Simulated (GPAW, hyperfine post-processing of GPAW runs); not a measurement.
# MgV2O2F6: paramagnetic NMR shifts

Aim: the shifts that the unpaired electrons of V give to the NMR lines of 19F, 25Mg and 17O in MgV2O2F6 at 298 K.

Main program and level: GPAW 26.7.0; DFT, revPBE+U, plane-wave PAW, GPAW setups, collinear spin, scalar-relativistic.

## Step 1: The structure

The cell holds 11 atoms: 2 V, 1 Mg, 6 F and 2 O. Its edges and angles: a = 5.415 Å, b = 5.422 Å, c = 6.071 Å, α = 89.9°, β = 64.3°, γ = 88.1°.

Structure file:

```xyz
11
Lattice="5.4148 0.0000 0.0000 0.1825 5.4194 0.0000 2.6347 -0.0745 5.4694" Properties=species:S:1:pos:R:3 pbc="T T T"
V     5.2321    2.4390    5.4541
V     7.9206    0.0322    5.4233
Mg    4.2160    3.9858    2.4036
F     3.0142    4.9292    3.5819
F     2.9870    2.5274    1.8908
F     5.3717    2.9995    3.6056
F     4.2880    3.9261    0.2782
F     5.2107    0.0767    1.9024
F     1.5747    4.1491    0.3221
O     6.6981    1.1437    5.1653
O     3.9834    1.3398    5.3941
```

The cell is a computed entry of the Materials Project; it need not be the form that is stable at ambient conditions. The atoms were relaxed beforehand at this level of theory at fixed cell, with all moments parallel.

## Step 2: The ferromagnetic state

The hyperfine field is read from the state with all V moments parallel, which stands for the saturated paramagnet. A Hubbard U holds the open shell closer to the ion than the plain functional does, which changes how much spin reaches the ligands. GPAW's U acts on normalised projectors, so its value can't be carried over from other programs one to one.

Input file scf.py:

```python
import json
from ase import Atoms
from ase.parallel import parprint
from gpaw import GPAW, PW, FermiDirac, MixerDif

atoms = Atoms(['V', 'V', 'Mg', 'F', 'F', 'F', 'F', 'F', 'F', 'O', 'O'],
              cell=[[5.414834, 0.0, 0.0], [0.182474, 5.41937, 0.0], [2.634706, -0.074473, 5.469412]],
              scaled_positions=[[0.465413, 0.463755, 0.997201], [0.979625, 0.019575, 0.991568], [0.539786, 0.741518, 0.43946], [0.207046, 0.918549, 0.654901], [0.367539, 0.471118, 0.345712], [0.652316, 0.562536, 0.659239], [0.742705, 0.725154, 0.050873], [0.792423, 0.018938, 0.347834], [0.236329, 0.766423, 0.058895], [0.769923, 0.224018, 0.944398], [0.246991, 0.260775, 0.986239]],
              magmoms=[1.0, 1.0, 0.0, 0.0, 0.0, 0.0, 0.0, 0.0, 0.0, 0.0, 0.0], pbc=True)
atoms.calc = GPAW(mode=PW(500), xc='revPBE', kpts={'size': (4, 4, 4), 'gamma': True}, spinpol=True, setups={'V': ':d,2'},
                  occupations=FermiDirac(0.02, fixmagmom=True), mixer=MixerDif(0.12, 6, 30),
                  convergence={'density': 1e-5}, maxiter=150, symmetry={'tolerance': 1e-4},
                  legacy_gpaw=True, txt='scf.txt')
parprint('energy', atoms.get_potential_energy())
parprint('moment', atoms.get_magnetic_moment())
parprint('moments', json.dumps(atoms.get_magnetic_moments().round(4).tolist()))
parprint('fermi', json.dumps(list(map(float, atoms.calc.get_fermi_levels()))))
levels = [[e - f for k in range(len(atoms.calc.get_ibz_k_points())) for e in atoms.calc.get_eigenvalues(k, s)] for s, f in enumerate(atoms.calc.get_fermi_levels())]
parprint('gap', min(min(e for e in x if e > 0) + f for x, f in zip(levels, atoms.calc.get_fermi_levels())) - max(max(e for e in x if e <= 0) + f for x, f in zip(levels, atoms.calc.get_fermi_levels())))
parprint('positions', json.dumps(atoms.get_scaled_positions(wrap=False).round(6).tolist()))
parprint('forces', json.dumps(atoms.get_forces().round(4).tolist()))
atoms.calc.write('gs.gpw')
```

A second script reads the saved density on one core and turns GPAW's hyperfine parameters into fields at the nuclei:

Input file contact.py:

```python
import numpy as np
from ase.units import _e, _hplanck
from gpaw import GPAW
from gpaw.hyperfine import hyperfine_parameters

calc = GPAW('gs.gpw', legacy_gpaw=True, txt=None)
tesla = _e / _hplanck / 7.6225932e6 / 2  # eV per unit g_N to the field at the nucleus
valence = hyperfine_parameters(calc, exclude_core=True)
try:
    full = hyperfine_parameters(calc)
except AssertionError:
    full = valence
    print('the core solver failed')
print('atom     contact field (T): all, valence')
for a, s in enumerate(calc.get_atoms().symbols):
    print(f'{a + 1:3d} {s:2s} {np.trace(full[a]) / 3 * tesla:11.5f} {np.trace(valence[a]) / 3 * tesla:11.5f}')
```

The run is started by

```sh
$ OMP_NUM_THREADS=1 mpirun -n 4 gpaw python scf.py > gpaw.log
$ python contact.py
```

Numbers of over 12 decimals in the logs are rounded to 6 here.

The program printed:

```text
[a pick of lines from scf.txt and the scripts' output, long numbers rounded; set-up, eigenvalues, and the printed gap, site moments, positions and forces are left out]
Symmetries present (total): 1
64 k-points: 4 x 4 x 4 Monkhorst-Pack grid + [1/8,1/8,1/8]
36 k-points in the irreducible part of the Brillouin zone
  Cutoff energy: 500.000 eV
Occupation numbers: Fixed magnetic moment: 2.000
  width: 0.0200  # eV
XC parameters: revPBE with 2 nearest neighbor stencil
Number of bands in calculation: 60
Number of valence electrons: 90
iter:   1 02:05:04   -70.848356                   +2.0008
iter:   2 02:05:11   -65.090911   -0.47  -1.09    +2.0003
iter:   3 02:05:17   -63.454603   -0.43  -1.24    +2.0002
[... 27 further iterations ...]
iter:  31 02:08:26   -63.790161c  -7.70c -4.67    +2.0000
iter:  32 02:08:33   -63.790163c  -7.83c -4.86    +2.0000
iter:  33 02:08:40   -63.790164c  -7.88c -5.18c   +2.0000
Converged after 33 iterations.
Total magnetic moment: (0.000000, 0.000000, 2.000000)
Local magnetic moments:
Free energy:    -63.790164
Extrapolated:   -63.790164
Fermi levels: 1.22600, 1.40432
energy -63.790164
moment 2.000000
fermi [1.226004, 1.404317]
atom     contact field (T): all, valence
  1 V    -16.08930     3.78553
  2 V    -16.20769     3.68935
  3 Mg     0.32045     0.31931
  4 F      0.05747     0.36601
  5 F      0.04864     0.25988
  6 F     -0.01217     0.18281
  7 F      0.00098    -0.05514
  8 F      0.06852     0.22037
  9 F      0.00209    -0.01175
 10 O     -1.55425    -3.58675
 11 O     -1.66826    -3.63736
```

Elapsed: 3.9 min, on 4 MPI ranks of Arm Neoverse V1, shared host; 16 min of CPU time.

The cell holds 2.00 μB on 2 V, so S = 0.50. The total moment is held at that value. The contact field is B = (2μ₀/3) μB ρ_s, 7.769 T for 1 e/Å³, and A_iso = γB/(2πS) sums over all ions. The valence part leaves out the polarisation of the frozen cores, which GPAW adds afterwards by solving for the core states in the spin-dependent potential:

```csv
site,atom,atoms in cell,links to V,field (T),valence part (T),A_iso (MHz)
F(1),4,1,bonded to 1 V at 1.94 Å,0.0575,0.366,4.61
F(2),5,1,bonded to 1 V at 1.95 Å,0.0486,0.260,3.90
F(3),6,1,bonded to 1 V at 1.94 Å,-0.0122,0.183,-0.975
F(4),7,1,bonded to 2 V at 2.01 to 2.22 Å,9.8e-4,-0.0551,0.0786
F(5),8,1,bonded to 1 V at 1.95 Å,0.0685,0.220,5.49
F(6),9,1,bonded to 2 V at 1.96 to 2.08 Å,0.00209,-0.0118,0.168
Mg,3,1,"4 V through links of 97 to 99° (2), 107 to 113° (2), 134° (1) and 145° (1)",0.320,0.319,-1.67
O(1),10,1,bonded to 2 V at 1.67 to 1.98 Å,-1.55,-3.59,17.9
O(2),11,1,bonded to 2 V at 1.66 to 1.97 Å,-1.67,-3.64,19.3
```

## Step 3: One ion reversed at a time

Above the ordering point the moments are not free: their couplings set the Weiss constant, which scales every shift. Reversing one ion measures these couplings, and shows at once how much of each shift that ion sends.

Changes to scf.py since step 2:

```diff
@@ -8,3 +8,3 @@
               scaled_positions=[[0.465413, 0.463755, 0.997201], [0.979625, 0.019575, 0.991568], [0.539786, 0.741518, 0.43946], [0.207046, 0.918549, 0.654901], [0.367539, 0.471118, 0.345712], [0.652316, 0.562536, 0.659239], [0.742705, 0.725154, 0.050873], [0.792423, 0.018938, 0.347834], [0.236329, 0.766423, 0.058895], [0.769923, 0.224018, 0.944398], [0.246991, 0.260775, 0.986239]],
-              magmoms=[1.0, 1.0, 0.0, 0.0, 0.0, 0.0, 0.0, 0.0, 0.0, 0.0, 0.0], pbc=True)
+              magmoms=[-1.0, 1.0, 0.0, 0.0, 0.0, 0.0, 0.0, 0.0, 0.0, 0.0, 0.0], pbc=True)
 atoms.calc = GPAW(mode=PW(500), xc='revPBE', kpts={'size': (4, 4, 4), 'gamma': True}, spinpol=True, setups={'V': ':d,2'},
```

The program printed:

```text
[a pick of lines from scf.txt and the scripts' output, long numbers rounded; set-up, eigenvalues, and the printed gap, site moments, positions and forces are left out]
Symmetries present (total): 1
64 k-points: 4 x 4 x 4 Monkhorst-Pack grid + [1/8,1/8,1/8]
36 k-points in the irreducible part of the Brillouin zone
  Cutoff energy: 500.000 eV
Occupation numbers: Fixed magnetic moment: 0.000
  width: 0.0200  # eV
XC parameters: revPBE with 2 nearest neighbor stencil
Number of bands in calculation: 58
Number of valence electrons: 90
iter:   1 02:09:00   -70.493168                   -0.0000
iter:   2 02:09:07   -65.332112   -0.43  -1.09    -0.0000
iter:   3 02:09:13   -63.737374   -0.32  -1.23    +0.0000
[... 17 further iterations ...]
iter:  21 02:11:10   -63.734173c  -7.22  -4.62    +0.0000
iter:  22 02:11:16   -63.734171c  -7.62c -4.79    +0.0000
iter:  23 02:11:22   -63.734176c  -7.57c -5.16c   +0.0000
Converged after 23 iterations.
Total magnetic moment: (0.000000, 0.000000, 0.000000)
Local magnetic moments:
Free energy:    -63.734176
Extrapolated:   -63.734176
Fermi levels: 1.53933, 1.56246
energy -63.734176
moment 9.967590988702035e-14
fermi [1.539330, 1.562457]
atom     contact field (T): all, valence
  1 V     14.14054    -4.32376
  2 V    -14.37603     4.22549
  3 Mg     0.21330     0.21191
[...]
10 O     -0.24238    -1.43974
 11 O      0.21341     1.32081
```

Elapsed: 2.7 min, on 4 MPI ranks; 11 min of CPU time.

The parallel state has -63.7902 eV at zero smearing. Each flip reverses one ion with all its periodic images. It gives an energy and, by half the change of the contact field, the share of that set of ions in each shift at 298 K (ppm; atoms of one site can get unlike shares):

```csv
atom reversed,energy (eV),change (meV),F(1),F(2),F(3),F(4),F(5),F(6),Mg
V1,-63.7342,56.0,52,120,-7.8,146,1.8,-152,121
V2,-63.7342,56.0,77,-10,-20,-144,153,157,601
```

In mean-field theory Θ = ΔE (S + 1) / (6 S k_B), as a plain mean over the flips, not weighted by how often each ion occurs: Θ = 325 K. Couplings between an ion and its own images are missing, but in this cell they lie beyond the nearest magnetic neighbours. Θ = 0 is used for the shifts.

## Step 4: Other levels of theory

Spin transfer to the ligands hangs on how far the functional delocalises the open shell, so other levels show how much the fields depend on it.

Contact fields (T) with all moments parallel; times on 4 MPI ranks of Arm Neoverse V1, shared host. The cutoff is 500 eV where none is named; the moment is held in each run.

```csv
level,moment (μB),time,F(1),F(2),F(3),F(4),F(5),F(6)
revPBE +U V 2 eV,2.00,3.9 min,0.0575,0.0486,-0.0122,9.8e-4,0.0685,0.00209
revPBE +U V 1.2 eV,2.00,2.9 min,0.0595,0.0562,0.0207,-0.00207,0.0824,0.00135
revPBE +U V 2.8 eV,2.00,3.7 min,0.0531,0.0435,-0.0336,0.00375,0.0600,0.00186
LDA +U V 2 eV,2.00,2.8 min,-0.178,-0.162,-0.217,-0.238,-0.108,-0.278
"revPBE +U V 2 eV, 650 eV",2.00,4.1 min,0.0457,0.0400,-0.0206,4.4e-4,0.0615,-0.00136
```

## Step 5: Shifts at temperature

The shift is δ = B · g μB (S + 1) / (3 k_B (T − Θ)) with g = 2; at 298 K and Θ = 0 K one tesla gives 2254 ppm. The anisotropy is a sum over point dipoles on the V ions, scaled alike; on atoms bound to V, spin in their own p shell adds an anisotropy that this leaves out.

```csv
site,nucleus,δ_iso (ppm),reduced anisotropy (ppm),asymmetry
F(1),19F,130,565,0.05
F(2),19F,110,578,0.03
F(3),19F,-27,568,0.02
F(4),19F,2.2,803,0.20
F(5),19F,154,578,0.02
F(6),19F,4.7,909,0.16
Mg,25Mg,722,156,0.41
O(1),17O,-3500,1360,0.06
O(2),17O,-3760,1420,0.09
```

The reduced anisotropy is δ_zz − δ_iso, with zz the principal value farthest from δ_iso. The Weiss constant adds its own doubt: exchange couplings from semilocal functionals with a U can miss even their sign, and a Θ lower by 100 K would lower every shift by 25 %.

19F MAS at 2.35 T (94.2 MHz), 60 kHz, 298 K; contact and dipolar shift alone, no orbital or quadrupolar part; lines under 1.5 % of the strongest are left out. Lines of the NMR spectrum (strongest = 100):

```csv
position (ppm),label,intensity
-664.5,F(3) -1,6.2
-634.9,F(4) -1,12
-632.4,F(6) -1,15
-527.4,F(2) -1,6.4
-507.5,F(1) -1,6.1
-482.6,F(5) -1,6.4
-27.4,F(3) centre,100
2.2,F(4) centre,88
4.7,F(6) centre,83
109.6,F(2) centre,99
129.5,F(1) centre,100
154.4,F(5) centre,99
609.6,F(3) +1,4.8
639.3,F(4) +1,8.5
641.8,F(6) +1,10
746.7,F(2) +1,4.9
766.6,F(1) +1,4.7
791.5,F(5) +1,4.9
1276.3,F(4) +2,2.5
1278.8,F(6) +2,3.3
```

## Step 6: Summary of results

| Property | Result |
| --- | --- |
| spin of V | 0.50 |
| Weiss constant, mean field (rough, not used) | 325 K |
| 19F contact shift at 298 K, Θ = 0 K | 130, 110, -27, 2.2, 154, 4.7 ppm |
| 25Mg contact shift at 298 K, Θ = 0 K | 722 ppm |
| 17O contact shift at 298 K, Θ = 0 K | -3500, -3760 ppm |

**Reading.** At 298 K the V moments shift 19F on F(1) by 130 ppm, 19F on F(2) by 110 ppm, 19F on F(3) by -27 ppm, 19F on F(4) by 2.2 ppm, 19F on F(5) by 154 ppm and 19F on F(6) by 4.7 ppm, scaled with a pure Curie law. No measured Weiss constant is at hand, and the one from single flips is too rough to scale with, so the shifts are given for a pure Curie law; the couplings found are strong, so their size is uncertain by a factor of two or more. Over the levels shown, the field at F(1) runs from -0.178 T (LDA +U V 2 eV) to 0.0595 T (revPBE +U V 1.2 eV); among the sites in the table it changes sign at F(1), F(2), F(3), F(4), F(5) and F(6). On F(1), F(2), F(3), F(4), F(5) and F(6) the levels differ even in sign, so neither size nor sign of that shift is settled. All this holds only well above the ordering temperature and the strongest exchange, neither of which is computed. The orbital (chemical) shift and the pseudocontact shift from g anisotropy are not included. The moment is taken as spin only; V in this state can carry an orbital part, which tends to lower the real effective moment. GPAW's core response is not screened by the valence electrons and can be too large by up to a factor of two, so sites where total and valence fields differ much are unsure by that part. Couplings this strong may order the moments above this temperature, where no paramagnetic shift is seen. For anions bound to the magnetic ion the point-dipole anisotropy lacks the spin in their own p orbitals, and their lines are broad and relax fast. On F(1), F(2), F(3), F(4), F(5) and F(6) and others total and valence fields differ by over a quarter of the total (by up to 57 times the total); that core part hangs on the functional and on the program's treatment of the cores, and where it exceeds the total neither size nor sign of the shift is settled. The dipole sum is for a spherical crystallite; bulk susceptibility, which broadens real lines, and quadrupolar couplings are left out.

[Logs are printed without paths, hosts, clocks, repeated set-up lines and the standing remarks that a program may print on its own settings, such as how far it seeks lower states.]

[Hosts, paths, dates, database ids (printed as entryN), source tags and the programs' standing remarks are cut or masked in the printed files.]
